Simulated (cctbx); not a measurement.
**Resonant diffraction in Sr14EuTi**

Space group P-6m2 (no. 187), a = 8.0380 Å, b = 8.0380 Å, c = 12.9760 Å, α = 90.00°, β = 90.00°, γ = 120.00°.

```csv
atom,mult.,x,y,z,Ueq (Å²)
Eu1,1,0,0,0,0.0094
Sr1,2,2/3,1/3,0.7496,0.0120
Sr2,6,0.6762,0.8381,0.7494,0.0138
Sr3,3,0.4978,0.5022,1/2,0.0118
Sr4,3,0.5015,0.4985,0,0.0114
Ti1,1,0,0,1/2,0.0160
```

The model is made up (kin elements in a known structure type, no relaxation), so it says nothing on whether the phase exists.

Calculated with cctbx: free-atom f′ and f″ from the Sasaki tables, no fine structure; amplitudes in electrons.

How do |F(hkl)| and |F(−h−k−l)| change across the Sr K edge?

```text
E (eV)    f'(Sr)   f''           |F|0 2 1        |F|0 0 2        |F|0 0 3        |F|0 0 4
  15505   -2.87   0.56       37.2/  37.1     15.3/  15.3     40.4/  40.4    468.9/ 468.9
  15855   -3.68   0.54       37.2/  37.1     16.9/  16.9     40.3/  40.3    457.8/ 457.8
  15985   -4.39   0.53       37.2/  37.1     18.2/  18.2     40.2/  40.2    448.1/ 448.1
  16045   -5.08   0.52       37.1/  37.0     19.5/  19.5     40.2/  40.2    438.7/ 438.7
  16075   -5.77   0.52       37.1/  37.0     20.9/  20.9     40.1/  40.1    429.3/ 429.3
  16090   -6.46   0.52       37.1/  37.0     22.2/  22.2     40.1/  40.1    419.8/ 419.8
  16097   -7.07   0.52       37.1/  37.0     23.4/  23.4     40.0/  40.0    411.5/ 411.5
  16101   -7.73   0.52       37.1/  37.0     24.7/  24.7     39.9/  39.9    402.4/ 402.4
  16109   -8.08   3.77       37.0/  37.1     25.3/  25.3     39.9/  39.9    401.5/ 401.5
  16113   -7.23   3.77       37.0/  37.1     23.6/  23.6     40.0/  40.0    412.9/ 412.9
  16120   -6.53   3.76       37.1/  37.1     22.2/  22.2     40.1/  40.1    422.4/ 422.4
  16135   -5.78   3.76       37.1/  37.1     20.8/  20.8     40.1/  40.1    432.6/ 432.6
  16165   -5.03   3.74       37.1/  37.1     19.3/  19.3     40.2/  40.2    442.6/ 442.6
  16255   -4.05   3.70       37.1/  37.1     17.4/  17.4     40.3/  40.3    456.0/ 456.0
  16505   -2.99   3.59       37.1/  37.1     15.3/  15.3     40.4/  40.4    470.1/ 470.1
```

The edge is at 16105 eV. f′ of Sr falls from -4.4 e at 15985 eV to -7.7 e at 4 eV below it, and f″ steps from 0.52 to 3.77 e across it. Over that approach |F| changes by -0 % (0 2 1), +36 % (0 0 2), -1 % (0 0 3) and -10 % (0 0 4): a reflection falls where Sr scatters in phase with the total and rises where it scatters against it; it hardly moves where the Sr term is small or cancels by symmetry or lies in quadrature to the total. The f″ term interferes with the normal scattering with opposite sign for the two Friedel mates. The largest Friedel difference in the scan is 0.3 % of the mean (0 2 1, at 16045 eV).

[Logs are printed without paths, hosts, clocks, repeated set-up lines and the standing remarks that a program may print on its own settings, such as how far it seeks lower states.]
